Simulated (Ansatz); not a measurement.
# Ge wire along [110], 12 atoms a period, H-terminated: bands under strain, part 2 of 3

Wanted: the relaxed geometry and the bands of the Ge wire along [110], 12 atoms a period, H-terminated.

Ansatz 0.2.0; DFT PBE, plane waves, PAW; relaxation of a wire's period (the session's first sound run).

So far. Step 2 (Relaxing the period): The cell's length comes to 4.136 Å with spin left out.

## 3. Bands of the perfect wire

This step: DFT PBE, plane waves, PAW; bands of a perfect wire (Ansatz 0.2.0).

At the relaxed period the bands are computed along the axis; those that cross an energy going forward count the channels that a perfect wire would open there.

Contents of input.yaml:

```yaml
crystal:
  lattice:
    - [14.361, 0.0, 0.0]
    - [0.0, 17.493, 0.0]
    - [0.0, 0.0, 4.1357144778]
  atoms:
    - { symbol: Ge, position: [0.39917527, 0.381696695, 0.0] }
    - { symbol: H, position: [0.441701071, 0.802868413, 0.0] }
    - { symbol: Ge, position: [0.504136229, 0.269833936, 0.0] }
    - { symbol: Ge, position: [0.494603638, 0.5, 0.0] }
    - { symbol: H, position: [0.758823859, 0.388298941, 0.203921477] }
    - { symbol: H, position: [0.758823859, 0.611701059, 0.203921477] }
    - { symbol: H, position: [0.257422531, 0.291394303, 0.5] }
    - { symbol: H, position: [0.225460417, 0.431481754, 0.5] }
    - { symbol: H, position: [0.257422531, 0.708605697, 0.5] }
    - { symbol: H, position: [0.225460417, 0.568518246, 0.5] }
    - { symbol: Ge, position: [0.304395611, 0.371210302, 0.5] }
    - { symbol: Ge, position: [0.304395611, 0.628789698, 0.5] }
    - { symbol: Ge, position: [0.599234257, 0.269588059, 0.5] }
    - { symbol: Ge, position: [0.599234257, 0.730411941, 0.5] }
    - { symbol: Ge, position: [0.593256047, 0.5, 0.5] }
    - { symbol: H, position: [0.663537381, 0.198039398, 0.5] }
    - { symbol: H, position: [0.663537381, 0.801960602, 0.5] }
    - { symbol: Ge, position: [0.693906084, 0.385927758, 0.5] }
    - { symbol: Ge, position: [0.693906084, 0.614072242, 0.5] }
    - { symbol: H, position: [0.758823859, 0.388298941, 0.796078523] }
    - { symbol: H, position: [0.758823859, 0.611701059, 0.796078523] }
    - { symbol: Ge, position: [0.39917527, 0.618303305, 0.0] }
    - { symbol: H, position: [0.441701071, 0.197131587, 0.0] }
    - { symbol: Ge, position: [0.504136229, 0.730166064, 0.0] }
kpoints:
  mp_grid: { grid: [1, 1, 20] }
  band_path: { path: ["Γ", Z], npoints: 90 }
scf:
  occupations: { method: fermi_dirac, width: 0.05 }
hamiltonian:
  xc: pbe
output:
  dos: { e_range: [-5, 4] }
  write_potential: true
  write_density: true
  volumetric_format: npy
```

The run is started by

```bash
ansatz run input.yaml --threads 4 --pin off --max-ram 16384MiB --backend cpu --events-out ev --progress --plain --runs-dir out
```

Numbers of over 12 decimals in the logs are rounded to 6 here.

The program printed:

```text
[...]
Crystal: 24 atoms, lattice volume = 1038.962 Å³
Basis set: ecut = 420 eV, 20209 PW (Γ)
Bands: 114, of which v1, the nominal top of the filled ones, is band 90 counted from 1 (89 counted from 0)
Symmetry: 4 space group operations
[...]
k-points: 11 of 20
[...]
SCF iter   1: F=—  HF=-51727.357896 eV  |F-HF|=—  |Δ(HF+E_count)|=         —  Δρ=1.28e-3  dr2=3.89e-2  ethr=1.77e-3  ⟨swp⟩=6.6  Hψ=5094  notcnv=0  defer=21
[...]
SCF iter   9: F=-51727.359344 eV  HF=-51727.359344 eV  |F-HF|=5.46e-9  |Δ(HF+E_count)|=   2.05e-8  Δρ=8.70e-7  dr2=9.32e-9  ethr=5.56e-11  ⟨swp⟩=5.1  Hψ=2923  notcnv=0
SCF 1 converged in 9 iterations: F = -51727.359344 eV  dr2 = 9.32e-9
[...]
NSCF: frozen V_eff on 91 k-points
WARN: The output density's exchange-correlation potential varies sharply where the density is thin. Do not read a vacuum level from v_tot or v_xc, or from such a field of the output density. On a cell that repeats whose density bears no net charge and no dipole along the vacuum's axis use v_es (v_loc + v_h of the components); under efield.dipole_correction with no amplitude use v_es + v_field, which holds any externa [...]
SCF converged after 9 iterations
Free energy (F): -51727.359344 eV
[...]
Internal energy: -51727.359344 eV  (E = F + TS)
E sigma→0 (E₀):  -51727.359344 eV
Fermi energy:    -0.707763 eV
[...]
--- Band table (eV; the first three rows and the last of 11) ---
  k-point 0: bands = [... 86 lower, -2.3440, -2.2138, -1.8369, -1.6132, 0.2058, 0.3239, 0.3560, 0.3705, ... 20 higher]
  k-point 1: bands = [... 86 lower, -2.3445, -2.3064, -2.0021, -1.8074, 0.4017, 0.5267, 0.5328, 0.5412, ... 20 higher]
  k-point 2: bands = [... 86 lower, -2.4347, -2.2867, -2.2341, -2.1884, 0.8319, 0.9535, 0.9723, 1.0129, ... 20 higher]
  k-point 10: bands = [... 86 lower, -3.1040, -2.9460, -2.8035, -2.6489, 0.9154, 1.2750, 1.4149, 1.5497, ... 20 higher]
```

The job ended after 4 min (4 threads of Arm Neoverse V1, shared host; peak memory 6.3 GiB).

In the SCF lines HF is the Harris–Foulkes energy and dr2 the Hartree energy of the density residual, in eV; the loop may stop once dr2 is under the threshold and the program's other checks hold. Hψ counts applications of the Hamiltonian.

Numbers from this step:

```
band gap : 1.819 eV
```

Electronic bands along the path, in eV, zero at the Fermi level; v1 is the highest filled band, c1 the lowest empty one:

```csv
point,v4,v3,v2,v1,c1,c2,c3,c4
Γ,-1.64,-1.51,-1.13,-0.91,0.91,1.03,1.06,1.08
halfway,-2.37,-1.91,-1.70,-1.60,1.97,2.13,2.38,2.42
Z,-2.40,-2.24,-2.10,-1.94,1.62,1.98,2.12,2.26
```

The gap is 1.82 eV, with spin left out.

On this path the gap is direct, 1.82 eV, with the valence top at Γ and the conduction bottom at Γ.

## 4. At a strained period, period over the relaxed period 0.96, k-mesh 1×1×16

This step: DFT PBE, plane waves, PAW; relaxation at a fixed period (Ansatz 0.2.0).

The period is set to 0.96 times the relaxed one and the atoms relax within it: strain changes bond lengths and angles, which shifts the bands against each other. Against the first PBE run of this kind, the mesh along the wire has 16 points against 20.

The cell differs from the one that the last finished run ended in (c 4.136 → 3.970 Å).

input.yaml, as its differences from that of step 3:

```diff
@@ -4,3 +4,3 @@
     - [0.0, 17.493, 0.0]
-    - [0.0, 0.0, 4.1357144778]
+    - [0.0, 0.0, 3.9702858987]
   atoms:
@@ -31,3 +31,3 @@
 kpoints:
-  mp_grid: { grid: [1, 1, 20] }
+  mp_grid: { grid: [1, 1, 16] }
   band_path: { path: ["Γ", Z], npoints: 90 }
@@ -37,6 +37,6 @@
   xc: pbe
+relax:
+  max_steps: 40
+  f_tol: 0.02
 output:
-  dos: { e_range: [-5, 4] }
-  write_potential: true
-  write_density: true
-  volumetric_format: npy
+  stress: true
```

The program printed:

```text
Warning: output.stress: scf.convergence.dr2_threshold = 1e-7 eV (the SCF's general default) is looser than the 2.4e-9 eV advised for a printed stress (1e-10 eV for each atom of the cell: 24). What an SCF threshold leaves in a stress goes as its square root, and in the free energy as the threshold itself, and one threshold admits the most on a small cell: [figures from the program's tests cut] Every solve of this run  [...]
[...]
Crystal: 24 atoms, lattice volume = 997.403 Å³
Basis set: ecut = 420 eV, 19525 PW (Γ), exchange–correlation on 192×240×54 points (8 copies of the dense FFT grid, shifted against one another)
Bands: 114, of which v1, the nominal top of the filled ones, is band 90 counted from 1 (89 counted from 0)
Symmetry: 4 space group operations
[...]
k-points: 9 of 16
[...]
SCF iter   1: F=—  HF=-51727.069537 eV  |F-HF|=—  |Δ(HF+E_count)|=         —  Δρ=1.22e-3  dr2=3.62e-2  ethr=1.77e-3  ⟨swp⟩=6.7  Hψ=4203  notcnv=0  defer=15
[...]
SCF iter   7: F=-51727.069467 eV  HF=-51727.069468 eV  |F-HF|=8.14e-7  |Δ(HF+E_count)|=   1.26e-5  Δρ=1.05e-5  dr2=7.59e-7  ethr=5.56e-9  ⟨swp⟩=3.0  Hψ=3526  notcnv=0
SCF 1 converged in 7 iterations: F = -51727.069467 eV  dr2 = 7.59e-7
[...]
relax step   1: F+E_penalty+E_count = -51727.06946737 eV  Δ(F+E_penalty+E_count) = +0.000e0 eV  max|allowed force component| = 6.422e-1 eV/Å  Δτ_max = 0.0000 Å  (7 SCF iters, dr2 threshold 1.00e-5 eV, accepted)
[...]
SCF iter   6: F=-51727.148259 eV  HF=-51727.148260 eV  |F-HF|=6.16e-7  |Δ(HF+E_count)|=   2.17e-6  Δρ=1.56e-5  dr2=3.48e-6  ethr=1.43e-8  ⟨swp⟩=4.0  Hψ=2893  notcnv=0
SCF 2 converged in 6 iterations: F = -51727.148259 eV  dr2 = 3.48e-6
relax step   2: F+E_penalty+E_count = -51727.14825900 eV  Δ(F+E_penalty+E_count) = -7.879e-2 eV  max|allowed force component| = 2.296e-1 eV/Å  Δτ_max = 0.0621 Å  (6 SCF iters, dr2 threshold 2.58e-5 eV, accepted)
SCF iter   1: F=—  HF=-51727.153797 eV  |F-HF|=—  |Δ(HF+E_count)|=         —  Δρ=1.11e-3  dr2=6.51e-3  ethr=4.52e-5  ⟨swp⟩=3.0  Hψ=1650  notcnv=0  defer=152
[...]
SCF iter   5: F=-51727.152931 eV  HF=-51727.152932 eV  |F-HF|=1.19e-6  |Δ(HF+E_count)|=   6.45e-6  Δρ=8.97e-6  dr2=2.11e-6  ethr=1.83e-9  ⟨swp⟩=3.0  Hψ=3169  notcnv=0
SCF 3 converged in 5 iterations: F = -51727.152931 eV  dr2 = 2.11e-6
relax step   3: F+E_penalty+E_count = -51727.15293051 eV  Δ(F+E_penalty+E_count) = -4.672e-3 eV  max|allowed force component| = 3.141e-2 eV/Å  Δτ_max = 0.0201 Å  (5 SCF iters, dr2 threshold 3.30e-6 eV, accepted)
SCF iter   1: F=—  HF=-51727.153838 eV  |F-HF|=—  |Δ(HF+E_count)|=         —  Δρ=6.58e-4  dr2=2.45e-3  ethr=1.17e-5  ⟨swp⟩=2.3  Hψ=1599  notcnv=0  defer=152
[...]
SCF iter   7: F=-51727.153471 eV  HF=-51727.153471 eV  |F-HF|=4.57e-9  |Δ(HF+E_count)|=   9.18e-9  Δρ=1.04e-6  dr2=7.70e-9  ethr=5.56e-11  ⟨swp⟩=4.0  Hψ=2939  notcnv=0
SCF 4 converged in 7 iterations: F = -51727.153471 eV  dr2 = 7.70e-9
relax step   4: F+E_penalty+E_count = -51727.15347102 eV  Δ(F+E_penalty+E_count) = -5.405e-4 eV  max|allowed force component| = 7.046e-3 eV/Å  Δτ_max = 0.0128 Å  (7 SCF iters, accepted)
[...]
the band table was solved once a step of the walk had ended and its energy, with any forces and stress, was formed, with the checks that follow a solve (5399 applications of the Hamiltonian). They found nothing against the state; the energy, forces and stress were not computed again (output.eigenvalues in the input reference)
[...]
SCF converged after 7 iterations
Free energy (F): -51727.153471 eV
[...]
Internal energy: -51727.153471 eV  (E = F + TS)
E sigma→0 (E₀):  -51727.153471 eV
Fermi energy:    -0.194730 eV
[...]
--- Forces (eV/Å), atoms counted from 1 ---
  atom   1  Ge     0.00247075    -0.00082368    -0.00000000
  atom   2  H      0.00080383     0.00286832    -0.00000000
  atom   3  Ge    -0.00314626     0.00233085     0.00000000
  atom   4  Ge    -0.00200103     0.00000000     0.00000000
  atom   5  H     -0.00287170     0.00064885    -0.00027758
  atom   6  H     -0.00287170    -0.00064885    -0.00027758
  atom   7  H     -0.00234763     0.00206081     0.00000000
  atom   8  H      0.00070579     0.00049599    -0.00000000
  atom   9  H     -0.00234763    -0.00206081     0.00000000
  atom  10  H      0.00070579    -0.00049599    -0.00000000
  atom  11  Ge     0.00042651    -0.00397838    -0.00000000
  atom  12  Ge     0.00042651     0.00397838    -0.00000000
  atom  13  Ge     0.00485966    -0.00047129    -0.00000000
  atom  14  Ge     0.00485966     0.00047129    -0.00000000
  atom  15  Ge     0.00704634     0.00000000    -0.00000000
  atom  16  H     -0.00310907    -0.00181824     0.00000000
  atom  17  H     -0.00310907     0.00181824     0.00000000
  atom  18  Ge     0.00255951    -0.00202423    -0.00000000
  atom  19  Ge     0.00255951     0.00202423    -0.00000000
  atom  20  H     -0.00287170     0.00064885     0.00027758
  atom  21  H     -0.00287170    -0.00064885     0.00027758
  atom  22  Ge     0.00247075     0.00082368    -0.00000000
  atom  23  H      0.00080383    -0.00286832    -0.00000000
  atom  24  Ge    -0.00314626    -0.00233085     0.00000000
  max |Σ_I F_I| component: 4.68e-6 eV/Å
--- Stress (GPa, compression-positive) ---
       -0.004021      -0.000000      -0.000000
       -0.000000       0.008528      -0.000000
       -0.000000      -0.000000       1.657404
  P = ⅓ Tr σ = 0.5540 GPa (5.540 kbar)
--- Band table (eV; the first three rows and the last of 9) ---
  k-point 0: bands = [... 86 lower, -2.1199, -1.7373, -1.3587, -1.1332, 0.7474, 0.9234, 0.9442, 0.9886, ... 20 higher]
  k-point 1: bands = [... 86 lower, -2.1525, -2.0088, -1.6494, -1.4659, 1.0258, 1.1985, 1.2154, 1.2961, ... 20 higher]
  k-point 2: bands = [... 86 lower, -2.3258, -2.1676, -2.1356, -2.0455, 1.4349, 1.5123, 1.6573, 1.7027, ... 20 higher]
  k-point 8: bands = [... 86 lower, -3.1013, -2.8561, -2.6587, -2.5001, 0.9640, 1.3213, 1.5244, 1.6583, ... 20 higher]
--- Relaxed structure (4 steps of the walk, 4 accepted, 0 SCFs on fresh bases) ---
  F+E_penalty+E_count = -51727.15347102 eV   max|allowed force component| = 7.046e-3 eV/Å
  atoms:
    - { symbol: Ge, position: [0.398919, 0.381568, 0] }
    - { symbol: H, position: [0.440708, 0.803078, 2.4758443780554505e-19] }
    - { symbol: Ge, position: [0.503061, 0.269555, 2.641612600932908e-19] }
    - { symbol: Ge, position: [0.493509, 0.5, 2.680714879618666e-19] }
    - { symbol: H, position: [0.761761, 0.388240, 0.196632] }
    - { symbol: H, position: [0.761761, 0.611760, 0.196632] }
    - { symbol: H, position: [0.253920, 0.290977, 0.500000] }
    - { symbol: H, position: [0.222361, 0.431493, 0.500000] }
    - { symbol: H, position: [0.253920, 0.709023, 0.500000] }
    - { symbol: H, position: [0.222361, 0.568507, 0.500000] }
    - { symbol: Ge, position: [0.300679, 0.370797, 0.500000] }
    - { symbol: Ge, position: [0.300679, 0.629203, 0.500000] }
    - { symbol: Ge, position: [0.601642, 0.269441, 0.500000] }
    - { symbol: Ge, position: [0.601642, 0.730559, 0.500000] }
    - { symbol: Ge, position: [0.595427, 0.5, 0.500000] }
    - { symbol: H, position: [0.665630, 0.197796, 0.500000] }
    - { symbol: H, position: [0.665630, 0.802204, 0.500000] }
    - { symbol: Ge, position: [0.695635, 0.385903, 0.500000] }
    - { symbol: Ge, position: [0.695635, 0.614097, 0.500000] }
    - { symbol: H, position: [0.761761, 0.388240, 0.803368] }
    - { symbol: H, position: [0.761761, 0.611760, 0.803368] }
    - { symbol: Ge, position: [0.398919, 0.618432, 0] }
    - { symbol: H, position: [0.440708, 0.196922, 2.47584437805542e-19] }
    - { symbol: Ge, position: [0.503061, 0.730445, 2.64161260093294e-19] }
```

Wall time 4.6 min (4 threads); peak memory 6.2 GiB.

Step by step:

```csv
step,energy less that of the first step (eV),largest force component (eV/Å)
1,0.0000,0.6422
2,-0.0788,0.2296
3,-0.0835,0.0314
4,-0.0840,0.0070
```

The run keeps the 4 symmetry operations that it works with, so distortions that break them were not tested.

The atoms that moved most (Å):

```csv
atom,dx,dy,dz,length
Ge11,-0.053,-0.007,0.000,0.054
Ge12,-0.053,0.007,0.000,0.054
H21,0.042,0.001,0.029,0.051
H20,0.042,-0.001,0.029,0.051
H6,0.042,0.001,-0.029,0.051
H5,0.042,-0.001,-0.029,0.051
H9,-0.050,0.007,0.000,0.051
H7,-0.050,-0.007,0.000,0.051
```

The relaxed structure:

```xyz
24
Lattice="14.3610 0.0000 0.0000 0.0000 17.4930 0.0000 0.0000 0.0000 3.9703" Properties=species:S:1:pos:R:3
Ge    5.7289    6.6748    0.0000
H     6.3290   14.0482    0.0000
Ge    7.2245    4.7153    0.0000
Ge    7.0873    8.7465    0.0000
H    10.9397    6.7915    0.7807
H    10.9397   10.7015    0.7807
H     3.6465    5.0901    1.9851
H     3.1933    7.5481    1.9851
H     3.6465   12.4029    1.9851
H     3.1933    9.9449    1.9851
Ge    4.3181    6.4864    1.9851
Ge    4.3181   11.0066    1.9851
Ge    8.6402    4.7133    1.9851
Ge    8.6402   12.7797    1.9851
Ge    8.5509    8.7465    1.9851
H     9.5591    3.4600    1.9851
H     9.5591   14.0330    1.9851
Ge    9.9900    6.7506    1.9851
Ge    9.9900   10.7424    1.9851
H    10.9397    6.7915    3.1896
H    10.9397   10.7015    3.1896
Ge    5.7289   10.8182    0.0000
H     6.3290    3.4448    0.0000
Ge    7.2245   12.7777    0.0000
```

Numbers from this step:

```yaml
band_gap: 1.881 eV
```

Electronic bands along the path, in eV, zero at the Fermi level; v1 is the highest filled band, c1 the lowest empty one:

```csv
point,v4,v3,v2,v1,c1,c2,c3,c4
Γ,-1.93,-1.54,-1.16,-0.94,0.94,1.12,1.14,1.18
halfway,-2.80,-2.33,-2.08,-2.03,1.57,1.76,1.99,2.03
Z,-2.91,-2.66,-2.46,-2.31,1.16,1.52,1.72,1.85
```

The gap is 1.88 eV, against 1.82 eV under PBE at the relaxed period.

## 5. Strain along the wire, period over the relaxed period 0.98, k-mesh 1×1×15

The period is set to 0.98 times the relaxed one and the atoms relax within it: strain changes bond lengths and angles, which shifts the bands against each other. Against the first PBE run of this kind, the mesh along the wire has 15 points against 20.

The cell differs from the one that the last finished run ended in (c 3.970 → 4.053 Å).

input.yaml, as its differences from that of step 4:

```diff
@@ -4,3 +4,3 @@
     - [0.0, 17.493, 0.0]
-    - [0.0, 0.0, 3.9702858987]
+    - [0.0, 0.0, 4.0530001883]
   atoms:
@@ -31,3 +31,3 @@
 kpoints:
-  mp_grid: { grid: [1, 1, 16] }
+  mp_grid: { grid: [1, 1, 15] }
   band_path: { path: ["Γ", Z], npoints: 90 }
```

The program printed:

```text
[...]
Crystal: 24 atoms, lattice volume = 1018.182 Å³
Basis set: ecut = 420 eV, 19889 PW (Γ), exchange–correlation on 192×240×60 points (8 copies of the dense FFT grid, shifted against one another)
Bands: 114, of which v1, the nominal top of the filled ones, is band 90 counted from 1 (89 counted from 0)
Symmetry: 4 space group operations
[...]
- { symbol: H, position: [0.664534, 0.802333, 0.5] }
    - { symbol: Ge, position: [0.694608, 0.385812, 0.5] }
    - { symbol: Ge, position: [0.694608, 0.614188, 0.5] }
    - { symbol: H, position: [0.760014, 0.388161, 0.799897] }
    - { symbol: H, position: [0.760014, 0.611839, 0.799897] }
    - { symbol: Ge, position: [0.399242, 0.618502, 0.0] }
    - { symbol: H, position: [0.441267, 0.196744, 0.0] }
    - { symbol: Ge, position: [0.503614, 0.730562, 0.0] }
[key lines of the parts left out:]
SCF converged after 3 iterations
Free energy (F): -51727.309883 eV
Fermi energy:    -0.452658 eV
P = ⅓ Tr σ = 0.2577 GPa (2.577 kbar)
```

Elapsed: 4.4 min, on 4 threads; peak memory 6.3 GiB; 18 min of CPU time.

Relaxation path:

```csv
step,energy less that of the first step (eV),largest force component (eV/Å)
1,0.0000,0.3028
2,-0.0181,0.1093
3,-0.0196,0.0134
4,-0.0196,0.0135
```

Forces are held to the 4 operations that the run works with; a distortion that breaks them can't arise in this run.

The atoms that moved most (Å):

```csv
atom,dx,dy,dz,length
Ge11,-0.024,-0.005,0.000,0.025
Ge12,-0.024,0.005,0.000,0.025
H21,0.017,0.002,0.015,0.023
H20,0.017,-0.002,0.015,0.023
H6,0.017,0.002,-0.015,0.023
H5,0.017,-0.002,-0.015,0.023
H7,-0.022,-0.006,0.000,0.023
H9,-0.022,0.006,0.000,0.023
```

Final coordinates:

```xyz
24
Lattice="14.3610 0.0000 0.0000 0.0000 17.4930 0.0000 0.0000 0.0000 4.0530" Properties=species:S:1:pos:R:3
Ge    5.7335    6.6735    0.0000
H     6.3370   14.0513    0.0000
Ge    7.2324    4.7133    0.0000
Ge    7.0946    8.7465    0.0000
H    10.9146    6.7901    0.8110
H    10.9146   10.7029    0.8110
H     3.6751    5.0913    2.0265
H     3.2172    7.5454    2.0265
H     3.6751   12.4017    2.0265
H     3.2172    9.9476    2.0265
Ge    4.3474    6.4881    2.0265
Ge    4.3474   11.0049    2.0265
Ge    8.6229    4.7109    2.0265
Ge    8.6229   12.7821    2.0265
Ge    8.5348    8.7465    2.0265
H     9.5434    3.4578    2.0265
H     9.5434   14.0352    2.0265
Ge    9.9753    6.7490    2.0265
Ge    9.9753   10.7440    2.0265
H    10.9146    6.7901    3.2420
H    10.9146   10.7029    3.2420
Ge    5.7335   10.8195    0.0000
H     6.3370    3.4417    0.0000
Ge    7.2324   12.7797    0.0000
```

The electronic bands at the labelled points (eV, zero at the Fermi level; v1 is the highest filled band, c1 the lowest empty one):

```csv
point,v4,v3,v2,v1,c1,c2,c3,c4
Γ,-1.85,-1.54,-1.16,-0.93,0.94,1.08,1.10,1.12
halfway,-2.59,-2.12,-1.90,-1.81,1.77,1.94,2.19,2.23
Z,-2.65,-2.45,-2.29,-2.13,1.39,1.76,1.92,2.06
```

The gap is 1.87 eV, against 1.82 eV under PBE at the relaxed period.

(Continued in part 3 of 3.)

[Logs are printed without paths, hosts, clocks, repeated set-up lines and the standing remarks that a program may print on its own settings, such as how far it seeks lower states.]

[Hosts, paths, dates, database ids (printed as entryN), source tags and the programs' standing remarks are cut or masked in the printed files.]
